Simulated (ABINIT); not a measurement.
# LaAlS3 (Pm-3m): zone-centre phonons

Which modes does LaAlS3 (Pm-3m) have at the zone centre?

Program: ABINIT 10.8.3. Level of theory: DFT PBE, scalar-relativistic, plane waves, SPMS norm-conserving pseudopotentials. Results are calculated unless marked as measured.

The structure was built from a prototype and need not be the compound's stable phase.

### Step 1. Set-up

The structure is cubic, space group Pm-3m (No. 221). Conventional cell: a = 4.617 Å, b = 4.617 Å, c = 4.617 Å, α = 90.00°, β = 90.00°, γ = 90.00°. Nearest to La lie 12 S at 3.26 Å. Nearest to Al lie 6 S at 2.31 Å. S has 2 Al at 2.31 Å and 4 La at 3.26 Å nearest. Farther neighbours and most contacts between anions are not listed.

### Step 2. A first look

A first run with smearing and empty bands tells whether the crystal has a gap, which decides between fixed occupations and smearing later on.

Contents of probe.abi:

```
# ground state
tolvrs 1.0d-08
prtden 1
prtwf 1

# basis, mesh and filling
ecut 30.0
ngkpt 4 4 4
nshiftk 1
shiftk 0.0 0.0 0.0
istwfk *1
occopt 7
tsmear 0.005
nband 24
nstep 100
diemac 9.0
prtebands 0
prtgsr 0
useylm 1

# cell and atoms
acell 8.725243463 8.725243463 8.725243463
rprim 
    1.0 0.0 0.0
    0.0 1.0 0.0
    0.0 0.0 1.0
ntypat 3
znucl 57 13 16
natom 5
typat 1 2 3 3 3
xred 
    0.0 0.0 0.0
    0.5 0.5 0.5
    0.5 0.5 0.0
    0.5 0.0 0.5
    0.0 0.5 0.5
pp_dirpath "./pseudo"
pseudos "La.psp8, Al.psp8, S.psp8"
```

Command:

```console
$ OMP_NUM_THREADS=1 mpirun -n 4 abinit probe.abi > probe.log
```

Numbers of over 12 decimals in the logs are rounded to 6 here.

probe.abo, the main output file:

```text
[banners, grids, parts of the stress and lines that vanish by symmetry left out]
- input  file    -> probe.abi
- output file    -> probe.abo
- root for input  files -> probei
[...]
Symmetries : space group Pm -3 m (#221); Bravais cP (primitive cubic)
[...]
mpw =        5248          nfft =       91125          nkpt =          10
[...]
== DATASET  1 ==================================================================
[...]
cutoff_energies: {ecut:  30.0, pawecutdg:  -1.0, }
[...]
Exchange-correlation functional for the present dataset will be:
  GGA: Perdew-Burke-Ernzerhof functional - ixc=11
[...]
ETOT  1  -70.873092393353    -7.087E+01 4.110E-02 3.191E+02
 ETOT  2  -70.951775444268    -7.868E-02 1.367E-01 9.157E+01
 ETOT  3  -70.970626786375    -1.885E-02 5.605E-02 8.735E-01
 ETOT  4  -70.971653630576    -1.027E-03 2.798E-02 5.634E-02
 ETOT  5  -70.971959949629    -3.063E-04 1.903E-02 4.568E-02
[...]
ETOT 28  -70.972135354646    -1.033E-11 7.507E-04 1.221E-08
 ETOT 29  -70.972135354655    -8.228E-12 1.747E-03 5.368E-10
 At SCF step   29       vres2   =  5.37E-10 < tolvrs=  1.00E-08 =>converged.
[...]
sigma(1 1)= -1.27118906E-04  sigma(3 2)=  0.00000000E+00
  sigma(2 2)= -1.27118906E-04  sigma(3 1)=  0.00000000E+00
  sigma(3 3)= -1.27118906E-04  sigma(2 1)=  0.00000000E+00
[...]
convergence: {deltae: -8.228E-12, res2:  5.368E-10, residm:  1.747E-03, diffor: null, }
etotal    :  -7.09721354E+01
[...]
sigma(1 1)= -1.27118906E-04  sigma(3 2)=  0.00000000E+00
  sigma(2 2)= -1.27118906E-04  sigma(3 1)=  0.00000000E+00
  sigma(3 3)= -1.27118906E-04  sigma(2 1)=  0.00000000E+00
[...]
- sigma(1 1)= -3.73996733E+00  sigma(3 2)=  0.00000000E+00
- sigma(2 2)= -3.73996733E+00  sigma(3 1)=  0.00000000E+00
- sigma(3 3)= -3.73996733E+00  sigma(2 1)=  0.00000000E+00
[...]
fcart     -0.0000000000E+00 -0.0000000000E+00 -0.0000000000E+00
           strten     -1.2711890568E-04 -1.2711890568E-04 -1.2711890568E-04
================================================================================

[key lines of the parts left out:]
pressure_GPa:   3.7400E+00
```

Elapsed: 55 s, on 4 MPI ranks of Intel Xeon at 2.70GHz, shared host.

This step gave:

```
volume per atom   : 19.69 Å³
pressure          : 3.740 GPa
gap on the k-mesh : 0 eV
```

No gap opens on this mesh, so smearing is kept; the printed pressure holds the stress of the finite basis too.

### Step 3. Rough relaxation

The typed start is rough, so a first relaxation with smearing and loose thresholds takes it towards rest cheaply.

Contents of prerelax.abi:

```
# relaxation
ionmov 2
optcell 2
dilatmx 1.15
chkdilatmx 0
ntime 40
tolmxf 3.0d-04
tolvrs 1.0d-10
prtwf 0
prtden 0
chksymtnons 0

# basis, mesh and filling
ecut 31.0
ecutsm 3.0
ngkpt 4 4 4
nshiftk 1
shiftk 0.0 0.0 0.0
istwfk *1
occopt 7
tsmear 0.005
nband 24
nstep 100
diemac 1000000.0
prtebands 0
prtgsr 0
useylm 1

# cell and atoms
acell 8.725243463 8.725243463 8.725243463
rprim 
    1.0 0.0 0.0
    0.0 1.0 0.0
    0.0 0.0 1.0
ntypat 3
znucl 57 13 16
natom 5
typat 1 2 3 3 3
xred 
    0.0 0.0 0.0
    0.5 0.5 0.5
    0.5 0.5 0.0
    0.5 0.0 0.5
    0.0 0.5 0.5
pp_dirpath "./pseudo"
pseudos "La.psp8, Al.psp8, S.psp8"
```

Command:

```console
$ OMP_NUM_THREADS=1 mpirun -n 4 abinit prerelax.abi > prerelax.log
```

prerelax.abo, the main output file:

```text
[banners, grids, parts of the stress and lines that vanish by symmetry left out]
- input  file    -> prerelax.abi
- output file    -> prerelax.abo
- root for input  files -> prerelaxi
[...]
Symmetries : space group Pm -3 m (#221); Bravais cP (primitive cubic)
[...]
mpw =        8385          nfft =      157464          nkpt =          10
[...]
== DATASET  1 ==================================================================
[...]
cutoff_energies: {ecut:  31.0, pawecutdg:  -1.0, }
[...]
Exchange-correlation functional for the present dataset will be:
  GGA: Perdew-Burke-Ernzerhof functional - ixc=11
[...]
ETOT  1  -70.873815437434    -7.087E+01 3.686E-02 5.460E+02
 ETOT  2  -70.960736244578    -8.692E-02 1.201E-01 6.636E+01
 ETOT  3  -70.970627875840    -9.892E-03 5.577E-02 1.151E+00
 ETOT  4  -70.971559936124    -9.321E-04 3.171E-02 5.939E-01
[...]
ETOT  8  -70.973827455115    -3.325E-12 5.510E-05 4.680E-11
 At SCF step    8       vres2   =  4.68E-11 < tolvrs=  1.00E-10 =>converged.
[...]
sigma(1 1)= -1.49750112E-07  sigma(3 2)=  0.00000000E+00
  sigma(2 2)= -1.49750112E-07  sigma(3 1)=  0.00000000E+00
  sigma(3 3)= -1.49750112E-07  sigma(2 1)=  0.00000000E+00
[...]
convergence: {deltae: -3.325E-12, res2:  4.680E-11, residm:  5.510E-05, diffor: null, }
etotal    :  -7.09738275E+01
[...]
At Broyd/MD step   4, gradients are converged :
[...]
sigma(1 1)= -1.49750112E-07  sigma(3 2)=  0.00000000E+00
  sigma(2 2)= -1.49750112E-07  sigma(3 1)=  0.00000000E+00
  sigma(3 3)= -1.49750112E-07  sigma(2 1)=  0.00000000E+00
[...]
- sigma(1 1)= -4.40580041E-03  sigma(3 2)=  0.00000000E+00
- sigma(2 2)= -4.40580041E-03  sigma(3 1)=  0.00000000E+00
- sigma(3 3)= -4.40580041E-03  sigma(2 1)=  0.00000000E+00
[...]
fcart     -0.0000000000E+00 -0.0000000000E+00 -0.0000000000E+00
           strten     -1.4975011208E-07 -1.4975011208E-07 -1.4975011208E-07
================================================================================

[key lines of the parts left out:]
pressure_GPa:   4.4058E-03
Total energy (etotal) [Ha]= -7.09738274551146E+01
```

It took 3.8 min on 4 MPI ranks; 15 min of CPU time.

Relaxation path:

```
step  energy less that of the first step (eV)  largest force (eV/Å)  volume (Å³)
   1                                   0.0000                0.0000        98.43
   2                                  -0.0224                0.0000        99.56
   3                                  -0.0460                0.0000       102.37
   4                                  -0.0461                0.0000       102.51
```

```
conventional cell, symmetrised  before  after  change
                         a (Å)   4.617  4.680  +1.4 %
                         b (Å)   4.617  4.680  +1.4 %
                         c (Å)   4.617  4.680  +1.4 %
              volume (Å³/atom)   19.69  20.50  +4.1 %
```

This step gave:

```
volume per atom : 20.50 Å³
pressure        : 0.004406 GPa
```

The volume changes by +4.1 % in this run and stands +4.1 % from the first cell.

### Step 4. Relaxation

The harmonic expansion needs vanishing forces, and a free crystal bears no stress, so cell and atoms are brought to rest. Stress is more sensitive to the basis than forces are: the last 3 Ha under the cutoff are smoothed with ecutsm, and the cutoff is raised above that of the later runs.

Contents of relax.abi:

```
# relaxation
ionmov 2
optcell 2
dilatmx 1.08
ntime 40
tolmxf 1.0d-05
tolvrs 1.0d-14
prtwf 0
prtden 0
chksymtnons 0

# basis, mesh and filling
ecut 38.0
ecutsm 3.0
ngkpt 6 6 6
nshiftk 1
shiftk 0.0 0.0 0.0
istwfk *1
occopt 7
tsmear 0.01
nband 24
nstep 100
diemac 1000000.0
prtebands 0
prtgsr 0
useylm 1

# cell and atoms
acell 8.844184454 8.844184454 8.844184454
rprim 
    1.0 0.0 0.0
    0.0 1.0 0.0
    0.0 0.0 1.0
ntypat 3
znucl 57 13 16
natom 5
typat 1 2 3 3 3
xred 
    0.0 0.0 0.0
    0.5 0.5 0.5
    0.5 0.5 0.0
    0.5 0.0 0.5
    0.0 0.5 0.5
pp_dirpath "./pseudo"
pseudos "La.psp8, Al.psp8, S.psp8"
```

Command:

```console
$ OMP_NUM_THREADS=1 mpirun -n 4 abinit relax.abi > relax.log
```

relax.abo, the main output file:

```text
[banners, grids, parts of the stress and lines that vanish by symmetry left out]
- input  file    -> relax.abi
- output file    -> relax.abo
- root for input  files -> relaxi
[...]
Symmetries : space group Pm -3 m (#221); Bravais cP (primitive cubic)
[...]
mpw =        9808          nfft =      157464          nkpt =          20
[...]
== DATASET  1 ==================================================================
[...]
cutoff_energies: {ecut:  38.0, pawecutdg:  -1.0, }
[...]
Exchange-correlation functional for the present dataset will be:
  GGA: Perdew-Burke-Ernzerhof functional - ixc=11
[...]
ETOT  1  -70.871021607578    -7.087E+01 4.854E-02 5.670E+02
 ETOT  2  -70.960680213200    -8.966E-02 8.760E-02 7.082E+01
 ETOT  3  -70.972147354810    -1.147E-02 3.614E-02 7.221E-01
 ETOT  4  -70.973257753929    -1.110E-03 8.749E-02 9.084E-01
 ETOT  5  -70.973711404746    -4.537E-04 2.781E-02 1.976E-02
[...]
At SCF step   48       vres2   =  5.26E-15 < tolvrs=  1.00E-14 =>converged.
[...]
sigma(1 1)=  2.25526530E-06  sigma(3 2)=  0.00000000E+00
  sigma(2 2)=  2.25526530E-06  sigma(3 1)=  0.00000000E+00
  sigma(3 3)=  2.25526530E-06  sigma(2 1)=  0.00000000E+00
[...]
convergence: {deltae:  2.373E-12, res2:  5.261E-15, residm:  5.295E-05, diffor: null, }
etotal    :  -7.09739821E+01
[...]
ETOT  1  -70.973982268645    -7.097E+01 5.230E-05 8.106E-04
[...]
At SCF step   11       vres2   =  1.83E-15 < tolvrs=  1.00E-14 =>converged.
[...]
sigma(1 1)=  1.67335398E-06  sigma(3 2)=  0.00000000E+00
  sigma(2 2)=  1.67335398E-06  sigma(3 1)=  0.00000000E+00
  sigma(3 3)=  1.67335398E-06  sigma(2 1)=  0.00000000E+00
[...]
convergence: {deltae: -3.837E-13, res2:  1.831E-15, residm:  2.046E-05, diffor: null, }
etotal    :  -7.09739824E+01
[...]
ETOT  1  -70.973981996656    -7.097E+01 1.466E-04 6.699E-03
[...]
ETOT 15  -70.973982688932     1.606E-12 3.046E-05 5.043E-14
 ETOT 16  -70.973982688932     1.421E-14 1.464E-05 7.002E-16
 At SCF step   16       vres2   =  7.00E-16 < tolvrs=  1.00E-14 =>converged.
[...]
sigma(1 1)= -1.71157046E-09  sigma(3 2)=  0.00000000E+00
  sigma(2 2)= -1.71157046E-09  sigma(3 1)=  0.00000000E+00
  sigma(3 3)= -1.71157046E-09  sigma(2 1)=  0.00000000E+00
[...]
convergence: {deltae:  1.421E-14, res2:  7.002E-16, residm:  1.464E-05, diffor: null, }
etotal    :  -7.09739827E+01
[...]
At Broyd/MD step   3, gradients are converged :
[...]
sigma(1 1)= -1.71157046E-09  sigma(3 2)=  0.00000000E+00
  sigma(2 2)= -1.71157046E-09  sigma(3 1)=  0.00000000E+00
  sigma(3 3)= -1.71157046E-09  sigma(2 1)=  0.00000000E+00
[...]
- sigma(1 1)= -5.03561414E-05  sigma(3 2)=  0.00000000E+00
- sigma(2 2)= -5.03561414E-05  sigma(3 1)=  0.00000000E+00
- sigma(3 3)= -5.03561414E-05  sigma(2 1)=  0.00000000E+00
[...]
fcart     -0.0000000000E+00 -0.0000000000E+00 -0.0000000000E+00
           strten     -1.7115704574E-09 -1.7115704591E-09 -1.7115704574E-09
================================================================================

[key lines of the parts left out:]
pressure_GPa:   5.0356E-05
Total energy (etotal) [Ha]= -7.09739826889316E+01
```

Elapsed: 7.7 min, on 4 MPI ranks.

Little changed from the start: no atom moved by 0.005 Å and no cell edge by 0.1 %.

Numbers from this step:

* volume per atom: 20.49 Å³
* pressure: 5.04e-5 GPa

The volume changes by -0.1 % in this run and stands +4.1 % from the first cell.

### Step 5. Ground state

The response is built on these wavefunctions, so the potential is converged far more tightly than an energy would need. Smearing stays on, as the first look found no gap above 0.3 eV.

Contents of gs.abi:

```
# ground state
tolvrs 1.0d-16
prtden 1
prtwf 1

# basis, mesh and filling
ecut 30.0
ngkpt 6 6 6
nshiftk 1
shiftk 0.0 0.0 0.0
istwfk *1
occopt 7
tsmear 0.01
nband 24
nstep 100
diemac 1000000.0
prtebands 0
prtgsr 0
useylm 1

# cell and atoms
acell 8.841866717 8.841866717 8.841866717
rprim 
    1.0 0.0 0.0
    0.0 1.0 0.0
    0.0 0.0 1.0
ntypat 3
znucl 57 13 16
natom 5
typat 1 2 3 3 3
xred 
    0.0 0.0 0.0
    0.5 0.5 0.5
    0.5 0.5 0.0
    0.5 0.0 0.5
    0.0 0.5 0.5
pp_dirpath "./pseudo"
pseudos "La.psp8, Al.psp8, S.psp8"
```

Command:

```console
$ OMP_NUM_THREADS=1 mpirun -n 4 abinit gs.abi > gs.log
```

gs.abo, the main output file:

```text
[banners, grids, parts of the stress and lines that vanish by symmetry left out]
- input  file    -> gs.abi
- output file    -> gs.abo
- root for input  files -> gsi
[...]
Symmetries : space group Pm -3 m (#221); Bravais cP (primitive cubic)
[...]
mpw =        5520          nfft =       91125          nkpt =          20
[...]
== DATASET  1 ==================================================================
[...]
cutoff_energies: {ecut:  30.0, pawecutdg:  -1.0, }
[...]
Exchange-correlation functional for the present dataset will be:
  GGA: Perdew-Burke-Ernzerhof functional - ixc=11
[...]
ETOT  1  -70.877724922747    -7.088E+01 4.300E-02 3.291E+02
 ETOT  2  -70.961651046949    -8.393E-02 1.552E-01 4.001E+01
 ETOT  3  -70.972333729660    -1.068E-02 5.700E-02 6.802E-01
 ETOT  4  -70.973354769318    -1.021E-03 4.241E-02 3.596E-01
 ETOT  5  -70.973743258331    -3.885E-04 3.077E-02 6.129E-03
[...]
ETOT 54  -70.973972093834    -1.108E-12 3.556E-04 1.371E-15
 ETOT 55  -70.973972093832     1.435E-12 5.762E-05 2.469E-17
 At SCF step   55       vres2   =  2.47E-17 < tolvrs=  1.00E-16 =>converged.
[...]
sigma(1 1)=  5.10795628E-08  sigma(3 2)=  0.00000000E+00
  sigma(2 2)=  5.10795628E-08  sigma(3 1)=  0.00000000E+00
  sigma(3 3)=  5.10795628E-08  sigma(2 1)=  0.00000000E+00
[...]
convergence: {deltae:  1.435E-12, res2:  2.469E-17, residm:  5.762E-05, diffor: null, }
etotal    :  -7.09739721E+01
[...]
sigma(1 1)=  5.10795628E-08  sigma(3 2)=  0.00000000E+00
  sigma(2 2)=  5.10795628E-08  sigma(3 1)=  0.00000000E+00
  sigma(3 3)=  5.10795628E-08  sigma(2 1)=  0.00000000E+00
[...]
- sigma(1 1)=  1.50281262E-03  sigma(3 2)=  0.00000000E+00
- sigma(2 2)=  1.50281262E-03  sigma(3 1)=  0.00000000E+00
- sigma(3 3)=  1.50281262E-03  sigma(2 1)=  0.00000000E+00
[...]
fcart     -0.0000000000E+00 -0.0000000000E+00 -0.0000000000E+00
           strten      5.1079562801E-08  5.1079562800E-08  5.1079562794E-08
================================================================================

[key lines of the parts left out:]
pressure_GPa:  -1.5028E-03
```

Wall time 3.2 min (4 MPI ranks).

Numbers from this step:

* pressure: -0.001503 GPa

The cell stands at -0.0015 GPa, close enough for phonons.

(Continued in part 2 of 5.)

[Host names and launcher messages were left out of these logs when they were recorded.]

[Logs are printed without paths, hosts, clocks, repeated set-up lines and the standing remarks that a program may print on its own settings, such as how far it seeks lower states.]

[Hosts, paths, dates, database ids (printed as entryN), source tags and the programs' standing remarks are cut or masked in the printed files.]
